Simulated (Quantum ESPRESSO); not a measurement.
# Collinear magnetic orders of CrSBr with Quantum ESPRESSO

Aim: find out which collinear order of CrSBr costs least.

Method: PBEsol; plane waves with GBRV 1.5 PBEsol potentials, no spin-orbit coupling, in Quantum ESPRESSO 7.5.

**What experiment says.**

For CrSBr, layered orthorhombic van der Waals (vapour-grown plate-shaped single crystal, 5 K), “Spin waves and magnetic exchange Hamiltonian in CrSBr” (2022, arxiv:2204.12461) gives, by single crystal neutron diffraction refinement: moment (static ordered moment per Cr) 3.56 ± 0.02 μB [refined moment exceeds the spin-only 3 muB; authors attribute the excess to a small …].

### Step 1. The starting structure

The structure is orthorhombic, space group Pmmn (No. 59). The conventional cell has a = 3.540 Å, b = 4.755 Å, c = 8.394 Å, α = 90.00°, β = 90.00°, γ = 90.00°. Nearest to Cr lie 4 S at 2.39 to 2.42 Å and 2 Br at 2.51 Å. Nearest to S lie 4 Cr at 2.39 to 2.42 Å. Nearest to Br lie 2 Cr at 2.51 Å. Farther neighbours and most contacts between anions are not listed.

The cell comes from Materials Project 2023-11-01, a database of computed structures, and need not be the stable phase.

### Step 2. Start 1: ferro ++

The signs are those of the starting moments on the seeded atoms, the atoms that are given a moment.

The input, pw.in:

```
&CONTROL
  calculation = 'scf'
  prefix = 'pwscf'
  outdir = './tmp'
  pseudo_dir = './pseudo'
  disk_io = 'nowf'
/
&SYSTEM
  ibrav = 0
  celldm(1) = 8
  nat = 6
  ntyp = 3
  ecutwfc = 40
  ecutrho = 280
  nbnd = 40
  occupations = 'smearing'
  smearing = 'fd'
  degauss = 0.00367493
  nspin = 2
  starting_magnetization(1) = 0.2143
  starting_magnetization(2) = 0
  starting_magnetization(3) = 0
/
&ELECTRONS
  conv_thr = 1.2d-08
  electron_maxstep = 150
  mixing_beta = 0.3
/
ATOMIC_SPECIES
Cr     51.9961 cr_pbesol_v1.5.uspp.F.UPF
S      32.0600 s_pbesol_v1.4.uspp.F.UPF
Br     79.9040 br_pbesol_v1.4.uspp.F.UPF
CELL_PARAMETERS alat
   0.8363115576062    0.0000000000000    0.0000000000000
   0.0000000000000    1.1233174237334    0.0000000000000
   0.0000000000000    0.0000000000000    1.9828051400013
ATOMIC_POSITIONS crystal
Cr      0.5000000000    0.0000000000    0.8787434000
Cr      0.0000000000    0.5000000000    0.1212566000
S       0.5000000000    0.5000000000    0.9295014300
S       0.0000000000    0.0000000000    0.0704985700
Br      0.0000000000    0.0000000000    0.6659578600
Br      0.5000000000    0.5000000000    0.3340421400
K_POINTS automatic
6 6 6 0 0 0
```

The run is started by

```sh
> OMP_NUM_THREADS=1 mpirun -n 4 pw.x -nk 4 -in pw.in > pw.out
```

What it wrote:

```text
Program PWSCF v.7.5 starts

     Message from routine setup:
     using ibrav=0 with symmetry is DISCOURAGED, use correct ibrav instead

     K-points division:     npool     =       4
     Subspace diagonalization in iterative solution of the eigenvalue problem:

     G-vector sticks info
     --------------------
     sticks:   dense  smooth     PW     G-vecs:    dense   smooth      PW
     Sum        1329     771    233                75421    32697    5423

     Using Slab Decomposition

     bravais-lattice index     =            0
     lattice parameter (alat)  =       8.0000  a.u.
     unit-cell volume          =     953.7193 (a.u.)^3
     number of atoms/cell      =            6
     number of atomic types    =            3
     number of electrons       =        54.00
     number of Kohn-Sham states=           40
     kinetic-energy cutoff     =      40.0000  Ry
     charge density cutoff     =     280.0000  Ry
     scf convergence threshold =      1.2E-08
     mixing beta               =       0.3000
     number of iterations used =            8  plain     mixing
     Exchange-correlation= SLA  PW   PSX  PSC
                           (   1   4  10   8   0   0   0)

     celldm(1)=   8.000000  celldm(2)=   0.000000  celldm(3)=   0.000000
     celldm(4)=   0.000000  celldm(5)=   0.000000  celldm(6)=   0.000000

     crystal axes: (cart. coord. in units of alat)
               a(1) = (   0.836312   0.000000   0.000000 )
               a(2) = (   0.000000   1.123317   0.000000 )
               a(3) = (   0.000000   0.000000   1.982805 )

     reciprocal axes: (cart. coord. in units 2 pi/alat)
               b(1) = (  1.195727  0.000000  0.000000 )
               b(2) = (  0.000000  0.890220  0.000000 )
               b(3) = (  0.000000  0.000000  0.504336 )

     PseudoPot. # 1 for Cr read from file:
     cr_pbesol_v1.5.uspp.F.UPF
     Pseudo is Ultrasoft + core correction, Zval = 14.0
     Generated by new atomic code, or converted to UPF format
     Using radial grid of  857 points,  6 beta functions with:
                l(1) =   0
                l(2) =   0
                l(3) =   1
                l(4) =   1
                l(5) =   2
                l(6) =   2
     Q(r) pseudized with  8 coefficients,  rinner =    0.950   0.950   0.950
                                                       0.950   0.950

     PseudoPot. # 2 for S  read from file:
     s_pbesol_v1.4.uspp.F.UPF
     Pseudo is Ultrasoft + core correction, Zval =  6.0
     Generated by new atomic code, or converted to UPF format
     Using radial grid of  907 points,  6 beta functions with:
                l(1) =   0
                l(2) =   0
                l(3) =   1
                l(4) =   1
                l(5) =   2
                l(6) =   2
     Q(r) pseudized with  8 coefficients,  rinner =    1.300   1.300   1.300
                                                       1.300   1.300

     PseudoPot. # 3 for Br read from file:
     br_pbesol_v1.4.uspp.F.UPF
     Pseudo is Ultrasoft + core correction, Zval =  7.0
     Generated by new atomic code, or converted to UPF format
     Using radial grid of  879 points,  6 beta functions with:
                l(1) =   0
                l(2) =   0
                l(3) =   1
                l(4) =   1
                l(5) =   2
                l(6) =   2
     Q(r) pseudized with  8 coefficients,  rinner =    1.200   1.200   1.200
                                                       1.200   1.200

     atomic species   valence    mass     pseudopotential
     Cr               14.00    51.99610     Cr( 1.00)
     S                 6.00    32.06000     S ( 1.00)
     Br                7.00    79.90400     Br( 1.00)

     Starting magnetic structure
     atomic species   magnetization
     Cr              0.214
     S               0.000
     Br              0.000

      8 Sym. Ops., with inversion, found ( 4 have fractional translation)

   Cartesian axes

     site n.     atom                  positions (alat units)
         1        Cr     tau(   1) = (   0.4181558   0.0000000   1.7423769  )
         2        Cr     tau(   2) = (   0.0000000   0.5616587   0.2404282  )
         3        S      tau(   3) = (   0.4181558   0.5616587   1.8430202  )
         4        S      tau(   4) = (   0.0000000   0.0000000   0.1397849  )
         5        Br     tau(   5) = (   0.0000000   0.0000000   1.3204647  )
         6        Br     tau(   6) = (   0.4181558   0.5616587   0.6623405  )

     number of k points=    64  Fermi-Dirac smearing, width (Ry)=  0.0037
                       cart. coord. in units 2pi/alat
        k(    1) = (   0.0000000   0.0000000   0.0000000), wk =   0.0046296
        k(    2) = (   0.0000000   0.0000000   0.0840560), wk =   0.0092593
        k(    3) = (   0.0000000   0.0000000   0.1681120), wk =   0.0092593
        k(    4) = (   0.0000000   0.0000000  -0.2521680), wk =   0.0046296
        k(    5) = (   0.0000000   0.1483701   0.0000000), wk =   0.0092593
        [... 59 further k-points ...]

     Dense  grid:    75421 G-vectors     FFT dimensions: (  36,  48,  90)

     Smooth grid:    32697 G-vectors     FFT dimensions: (  30,  40,  64)

     Check: negative core charge=   -0.000003
     Generating pointlists ...
     new r_m :   0.2331 (alat units)  1.8651 (a.u.) for type    1
     new r_m :   0.2331 (alat units)  1.8651 (a.u.) for type    2
     new r_m :   0.2450 (alat units)  1.9603 (a.u.) for type    3

     Initial potential from superposition of free atoms

     starting charge      51.9999, renormalised to      54.0000

     negative rho (up, down):  2.198E-03 1.417E-03
     Starting wfcs are   36 randomized atomic wfcs +    4 random wfcs

     Self-consistent Calculation

     iteration #  1     ecut=    40.00 Ry     beta= 0.30
     Davidson diagonalization with overlap
     ethr =  1.00E-02,  avg # of iterations =  5.4

     negative rho (up, down):  1.475E-03 2.326E-03

     total energy              =    -479.89860739 Ry
     estimated scf accuracy    <       1.15738383 Ry

     total magnetization       =     5.96 Bohr mag/cell
     absolute magnetization    =     6.19 Bohr mag/cell

     iteration #  2     ecut=    40.00 Ry     beta= 0.30
     Davidson diagonalization with overlap
     ethr =  2.14E-03,  avg # of iterations =  2.0

     negative rho (up, down):  7.718E-04 2.785E-03

     total energy              =    -480.10577978 Ry
     estimated scf accuracy    <       0.14977349 Ry

     total magnetization       =     6.00 Bohr mag/cell
     absolute magnetization    =     6.59 Bohr mag/cell

     iteration #  3     ecut=    40.00 Ry     beta= 0.30
     Davidson diagonalization with overlap
     ethr =  2.77E-04,  avg # of iterations =  9.1

     negative rho (up, down):  2.529E-04 3.419E-03

     total energy              =    -480.13152194 Ry
     estimated scf accuracy    <       0.05235856 Ry

     total magnetization       =     6.00 Bohr mag/cell
     absolute magnetization    =     6.54 Bohr mag/cell

     [... further iterations left out ...]

     iteration # 10     ecut=    40.00 Ry     beta= 0.30
     Davidson diagonalization with overlap
     ethr =  2.74E-09,  avg # of iterations =  4.0

     negative rho (up, down):  0.000E+00 5.566E-03

     total energy              =    -480.14891839 Ry
     estimated scf accuracy    <       0.00000022 Ry

     total magnetization       =     6.00 Bohr mag/cell
     absolute magnetization    =     6.72 Bohr mag/cell

     iteration # 11     ecut=    40.00 Ry     beta= 0.30
     Davidson diagonalization with overlap
     ethr =  4.02E-10,  avg # of iterations =  4.7

     negative rho (up, down):  0.000E+00 5.564E-03

     total energy              =    -480.14891887 Ry
     estimated scf accuracy    <       0.00000006 Ry

     total magnetization       =     6.00 Bohr mag/cell
     absolute magnetization    =     6.72 Bohr mag/cell

     iteration # 12     ecut=    40.00 Ry     beta= 0.30
     Davidson diagonalization with overlap
     ethr =  1.03E-10,  avg # of iterations =  4.4

     negative rho (up, down):  0.000E+00 5.564E-03

     total energy              =    -480.14891906 Ry
     estimated scf accuracy    <       0.00000003 Ry

     total magnetization       =     6.00 Bohr mag/cell
     absolute magnetization    =     6.72 Bohr mag/cell

     iteration # 13     ecut=    40.00 Ry     beta= 0.30
     Davidson diagonalization with overlap
     ethr =  5.00E-11,  avg # of iterations =  3.9

     negative rho (up, down):  0.000E+00 5.563E-03

     Magnetic moment per site  (integrated on atomic sphere of radius R)
     atom   1 (R=0.233)  charge= 11.8489  magn=  2.7288
     atom   2 (R=0.233)  charge= 11.8489  magn=  2.7288
     atom   3 (R=0.233)  charge=  4.0830  magn= -0.1130
     atom   4 (R=0.233)  charge=  4.0830  magn= -0.1130
     atom   5 (R=0.245)  charge=  4.7468  magn=  0.0031
     atom   6 (R=0.245)  charge=  4.7468  magn=  0.0031

     End of self-consistent calculation

     Number of k-points >= 100: set verbosity='high' to print the bands.

     the Fermi energy is     5.6572 ev

!    total energy              =    -480.14891924 Ry
     estimated scf accuracy    <          5.1E-09 Ry
     smearing contrib. (-TS)   =      -0.00010910 Ry
     internal energy E=F+TS    =    -480.14881014 Ry

     The total energy is F=E-TS. E is the sum of the following terms:
     one-electron contribution =    -396.53750818 Ry
     hartree contribution      =     213.38535545 Ry
     xc contribution           =    -100.66336315 Ry
     ewald contribution        =    -196.33329426 Ry

     total magnetization       =     6.00 Bohr mag/cell
     absolute magnetization    =     6.72 Bohr mag/cell

     convergence has been achieved in  13 iterations

=------------------------------------------------------------------------------=
   JOB DONE.
=------------------------------------------------------------------------------=
```

The job ended after 2.5 min (4 MPI ranks of Arm Neoverse V1, shared host; peak memory 0.94 GiB).

Spin moment in the atom's sphere by atom:

| atom | spin moment in the atom's sphere (μB) |
| --- | --- |
| Cr1 | 2.73 |
| Cr2 | 2.73 |
| S3 | -0.11 |
| S4 | -0.11 |
| Br5 | 0.00 |
| Br6 | 0.00 |

Read from the output:

| Property | Result |
| --- | --- |
| smearing term TS | 0.001484 eV |
| magnetization | 6 μB |
| absolute magnetization | 6.722 μB |
| final state | ferromagnetic |

(Continued in part 2 of 2.)

[Logs and program files are shortened in this print: banners, set-up blocks, solver, clock and traceback lines can be left out without a mark of their own.]

[Logs are printed without paths, hosts, clocks, repeated set-up lines and the standing remarks that a program may print on its own settings, such as how far it seeks lower states.]

[Hosts, paths, dates, database ids (printed as entryN), source tags and the programs' standing remarks are cut or masked in the printed files.]

[Where a cell is said to come from a database of computed structures, the database is the Materials Project.]
